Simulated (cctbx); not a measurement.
# Reading a Patterson map

Space group Amm2 (no. 38), a = 5.2780 Å, b = 6.3380 Å, c = 11.5150 Å, α = 90.00°, β = 90.00°, γ = 90.00°, content Hg12 Sm2 Zn2.

The data are simulated with cctbx, not measured: synchrotron X-rays, λ = 0.6889 Å, to d = 0.6 Å, 70 % of the full sphere, strongest reflection 70000 counts, noise from counting, a 3 % proportional error and a noise floor of 15 counts (s.d.); no absorption.

Patterson synthesis, origin scaled to 1000:

```text
Patterson group A m m m
      u       v       w   height  length (A)
  0.000   0.000   0.000   1000.0     0.00
  0.000   0.000   0.500    956.4     5.76
  0.000   0.250   0.250    833.4     3.29
  0.500   0.000   0.169    444.8     3.28
  0.500   0.000   0.331    441.2     4.64
  0.500   0.249   0.077    415.7     3.20
  0.500   0.130   0.124      3.5     3.11
  0.500   0.136   0.378      3.4     5.16
  0.500   0.000   0.246      2.8     3.87
  0.236   0.136   0.250     -6.6     3.25
  0.243   0.115   0.500     -7.2     5.94
  0.244   0.116   0.000     -7.3     1.48
  0.284   0.000   0.000     -7.7     1.50
  0.500   0.068   0.500     -7.7     6.35
```

Q: Assign the vectors.

A peak at u stands for all pairs with xi − xj = u, with weight Σ ZiZj against Σ Z² = 86288 at the origin. Peak heights follow these weights only roughly, since form factors, motion and series ripples differ, all vectors within 0.55 Å of a peak are counted as merged into it though the farther ones add only part of their weight, and F(000) is left out, which lowers the whole map:

| u | v | w | shortest length (Å) | height | 1000 ΣZiZj/ΣZ² | pairs in the cell |
| --- | --- | --- | --- | --- | --- | --- |
| 0.000 | 0.000 | 0.500 | 3.17 | 956 | 976 | 12 × Hg–Hg, 4 × Sm–Zn |
| 0.000 | 0.250 | 0.250 | 3.29 | 833 | 935 | 8 × Hg–Hg, 4 × Hg–Sm, 4 × Hg–Zn |
| 0.500 | 0.000 | 0.169 | 3.28 | 445 | 467 | 4 × Hg–Hg, 2 × Hg–Sm, 2 × Hg–Zn |
| 0.500 | 0.000 | 0.331 | 4.56 | 441 | 467 | 4 × Hg–Hg, 2 × Hg–Sm, 2 × Hg–Zn |
| 0.500 | 0.249 | 0.077 | 3.20 | 416 | 467 | 4 × Hg–Hg, 2 × Hg–Sm, 2 × Hg–Zn |

The table stops at ten peaks or at a height of 45, below which ripples compete. In the model behind the data Hg, the heaviest element, has 4 independent sites: (0, 1/2, 0.3401), (0, 0, 0.3368), (0, 0.2540, 0.0778) and (1/2, 0.7564, 0.4105), up to an allowed shift of origin; the Hg–Hg vectors are differences of these positions and their symmetry mates. The whole model:

| atom | mult. | x | y | z | Ueq (Å²) |
| --- | --- | --- | --- | --- | --- |
| Hg1 | 2 | 0 | 1/2 | 0.3401 | 0.0208 |
| Hg2 | 2 | 0 | 0 | 0.3368 | 0.0180 |
| Hg3 | 4 | 0 | 0.2540 | 0.0778 | 0.0160 |
| Hg4 | 4 | 1/2 | 0.7564 | 0.4105 | 0.0175 |
| Sm1 | 2 | 1/2 | 1/2 | 0.1644 | 0.0227 |
| Zn1 | 2 | 1/2 | 0 | 0.1689 | 0.0223 |

The model was made for the exercise: a known structure type with other elements put in, its volume estimated, not relaxed; displacement parameters are assumed.

[Logs are printed without paths, hosts, clocks, repeated set-up lines and the standing remarks that a program may print on its own settings, such as how far it seeks lower states.]
